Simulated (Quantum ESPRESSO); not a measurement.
# Iridium (Fm-3m): electron-phonon coupling, part 3 of 3

How strong is the electron-phonon coupling in Iridium (Fm-3m)?

Quantum ESPRESSO 7.5; DFT LDA, scalar-relativistic, plane waves, PseudoDojo norm-conserving pseudopotentials.

So far. Step 7 (Phonons on a q mesh): The acoustic modes at Γ come out as far as 0.4 cm⁻¹ from zero, where they should vanish, a small numerical error. The relaxed cell has a = 3.809 Å (conventional setting).

The database entry behind the starting cell differs from later determinations by our own check (0.1 to 0.3 % short, probably kX units), so it need not match the best structure at ambient conditions.

## (9) Dispersion (continued)

Force constants by pair (phonopy on the run's constants); pairs near half the supercell's span include their periodic images. Pair force constants, by row:

| atom | neighbour | distance (Å) | third of the trace (eV/Å²) | along the pair's line (eV/Å²) |
| --- | --- | --- | --- | --- |
| Ir1 | itself | 0 | 15.96 | – |
| Ir1 | Ir | 2.694 | -0.8977 | -3.081 |
| Ir1 | Ir | 3.809 | -0.1036 | -1.075 |
| Ir1 | Ir | 4.665 | -0.1608 | -0.4557 |
| Ir1 | Ir | 5.387 | -0.1914 | -0.5007 |
| Ir1 | Ir | 6.023 | 0.0294 | 0.0565 |
| Ir1 | Ir | 6.598 | -0.0355 | -0.0355 |

Harmonic mean-square displacement, third of the trace. Mean-square displacements:

| T (K) | Ir1 U_eq (Å²) |
| --- | --- |
| 0 | 6.40e-4 |
| 100 | 9.40e-4 |
| 300 | 0.0023 |
| 600 | 0.0045 |

Mode patterns, pair constants, displacements and means over the zone were worked out by phonopy from the force constants of q2r.x.

All branches are real along the path.

## (10) Density of states

Sums over the zone need many more wavevectors than were solved, so the interpolation is sampled on a dense mesh.

File matdyn.in:

```
&input
   asr = 'crystal'
   flfrc = 'x.fc'
   dos = .true.
   fldos = 'x.dos'
   nk1 = 20
   nk2 = 20
   nk3 = 20
   deltaE = 0.3
   la2F = .true.
/
```

Started as:

```sh
$ matdyn.x -in matdyn.in > matdyn.out
```

Numbers of over 12 decimals in the logs are rounded to 6 here.

Log:

```text
[banner, memory and clock lines left out]
Program MATDYN v.7.5

 mass for atomic type   1 not given; uses mass from file x.fc
 Norm of the difference between old and new effective charges:    0.000000

 Norm of the difference between old and new force-constants:   4.82809e-07

     Message from routine matdyn:
     Z* not found in file x.fc, TO-LO splitting at q=0 will be absent!
 Norm of the difference between old and new effective charges:    0.000000

 Norm of the difference between old and new force-constants:   5.84572e-08

 Norm of the difference between old and new effective charges:    0.000000

 Norm of the difference between old and new force-constants:   7.23781e-06

 Norm of the difference between old and new effective charges:    0.000000

 Norm of the difference between old and new force-constants:   2.09362e-05

 Norm of the difference between old and new effective charges:    0.000000

 Norm of the difference between old and new force-constants:   4.15952e-05

 Norm of the difference between old and new effective charges:    0.000000

 Norm of the difference between old and new force-constants:   8.54854e-05

 Norm of the difference between old and new effective charges:    0.000000

 Norm of the difference between old and new force-constants:   0.000150509

 Norm of the difference between old and new effective charges:    0.000000

 Norm of the difference between old and new force-constants:   0.000230917

 Norm of the difference between old and new effective charges:    0.000000

 Norm of the difference between old and new force-constants:   0.000326682

 Norm of the difference between old and new effective charges:    0.000000

 Norm of the difference between old and new force-constants:   0.000441253

 Norm of the difference between old and new effective charges:    0.000000

 Norm of the difference between old and new force-constants:   0.000578278

Note: The following floating-point exceptions are signalling: IEEE_UNDERFLOW_FLAG
```

Run time: 32 s. Hardware: 1 thread of Arm Neoverse V1, shared host.

Numbers from this step:

```yaml
share_of_modes_beyond_3i_cm_minus1_on_the_dense_interpolated_mesh: 0
electron_phonon_coupling_constant: 0.4648
logarithmic_mean_frequency_weighted_by_the_coupling: 201.2 K
zero_point_energy_per_atom: 27.27 meV
heat_capacity_at_300_k: 23.90 J/(mol atoms K)
vibrational_entropy_at_300_k: 35.00 J/(mol atoms K)
```

The phonon density of states has structure finer than the step of the table below, so its rows give means over 10 cm⁻¹, whole bins alone (the curve runs from 0 to 203 cm⁻¹). Peaks (cm⁻¹: height): 150.0: 0.0517, 189.6: 0.0610.

Tetrahedra. Table of phonon density of states by wavenumber; means over each step:

| wavenumber (cm⁻¹) | phonon density of states (1/cm⁻¹/cell) |
| --- | --- |
| 10 | 2.1e-5 |
| 20 | 1.3e-4 |
| 30 | 3.7e-4 |
| 40 | 7.6e-4 |
| 50 | 0.00128 |
| 60 | 0.00198 |
| 70 | 0.00297 |
| 80 | 0.00435 |
| 90 | 0.00642 |
| 100 | 0.00988 |
| 110 | 0.0175 |
| 120 | 0.0271 |
| 130 | 0.0324 |
| 140 | 0.0394 |
| 150 | 0.0440 |
| 160 | 0.0188 |
| 170 | 0.0111 |
| 180 | 0.0285 |
| 190 | 0.0455 |

Harmonic thermodynamic functions per atom, summed over the density of states scaled to three modes an atom; melting is ignored. Thermodynamic functions:

| T (K) | F_vib (meV/atom) | S (J/mol-atom/K) | C_V (J/mol-atom/K) |
| --- | --- | --- | --- |
| 0 | 27.27 | 0 | 0 |
| 50 | 26.94 | 2.667 | 7.336 |
| 100 | 23.35 | 11.35 | 17.36 |
| 200 | 3.7 | 25.53 | 22.67 |
| 300 | -27.96 | 35 | 23.9 |
| 400 | -68 | 41.95 | 24.35 |
| 500 | -114.4 | 47.41 | 24.56 |
| 600 | -165.9 | 51.9 | 24.68 |
| 700 | -221.8 | 55.71 | 24.75 |
| 800 | -281.2 | 59.01 | 24.79 |
| 900 | -343.9 | 61.94 | 24.82 |
| 1000 | -409.5 | 64.55 | 24.85 |

λ by broadening:

| broadening (Ry) | lambda | N(E_F) (states/spin/Ry/cell) | ω_log (K) |
| --- | --- | --- | --- |
| 0.005 | 0.6151 | 6.431 | 202 |
| 0.01 | 0.5058 | 5.856 | 200.2 |
| 0.015 | 0.4762 | 5.827 | 200.9 |
| 0.02 | 0.4648 | 5.918 | 201.2 |
| 0.025 | 0.4611 | 6.018 | 201.3 |
| 0.03 | 0.4599 | 6.112 | 201.5 |
| 0.035 | 0.4589 | 6.201 | 201.6 |
| 0.04 | 0.4575 | 6.282 | 201.8 |
| 0.045 | 0.4555 | 6.353 | 202 |
| 0.05 | 0.4531 | 6.411 | 202.2 |

Gaussian broadening 0.02 Ry. The alpha^2 F by phonon energy; read off at these points:

| phonon energy (meV) | alpha^2 F |
| --- | --- |
| 2.0 | 2.7e-5 |
| 3.0 | 5.0e-4 |
| 4.0 | 0.001 |
| 5.0 | 0.0022 |
| 6.0 | 0.0039 |
| 7.0 | 0.00687 |
| 8.0 | 0.0109 |
| 9.0 | 0.0174 |
| 10.0 | 0.0266 |
| 11.0 | 0.0415 |
| 12.0 | 0.0652 |
| 13.0 | 0.106 |
| 14.0 | 0.208 |
| 15.0 | 0.285 |
| 16.0 | 0.348 |
| 17.0 | 0.430 |
| 18.0 | 0.544 |
| 18.7 | 0.662 |
| 19.0 | 0.496 |
| 20.0 | 0.271 |
| 21.0 | 0.108 |
| 22.0 | 0.341 |
| 23.0 | 0.461 |
| 23.5 | 0.636 |
| 24.0 | 0.289 |
| 25.0 | 0.0183 |

At 300 K the heat capacity has reached 96 % of the Dulong-Petit value.

## (11) What came out

```yaml
space_group_after_relaxation: Fm-3m
volume_per_atom: 13.8 Å³
q_mesh: 4×4×4
lowest_mode_on_the_q_mesh_acoustic_ones_at_the_zone_centre_apart: 86.2 cm⁻¹
zero_point_energy_per_atom: 27.3 meV
heat_capacity_at_300_k: 23.9 J/(mol atoms K)
vibrational_entropy_at_300_k: 35.0 J/(mol atoms K)
coupling_constant_for_broadenings_of_0p01_to_0p04_ry: 0.46 to 0.51
logarithmic_mean_frequency_over_the_same_range: 200 to 202 K
imaginary_modes_on_the_q_mesh: none
```

In words: λ is about 0.47 and holds within 15 % over the middle broadenings, a moderate coupling. Iridium (Fm-3m) is dynamically stable on the 4×4×4 mesh; its spectrum reaches 203 cm⁻¹. These are harmonic frequencies at zero temperature: anharmonic shifts and linewidths and thermal expansion are left out. Spin-orbit coupling is left out, which can matter for the heavy elements here. In a metal the frequencies hang on the k mesh and the smearing, most of all near Kohn anomalies.

[Host names and launcher messages were left out of these logs when they were recorded.]

[Logs are printed without paths, hosts, clocks, repeated set-up lines and the standing remarks that a program may print on its own settings, such as how far it seeks lower states.]

[Hosts, paths, dates, database ids (printed as entryN), source tags and the programs' standing remarks are cut or masked in the printed files.]
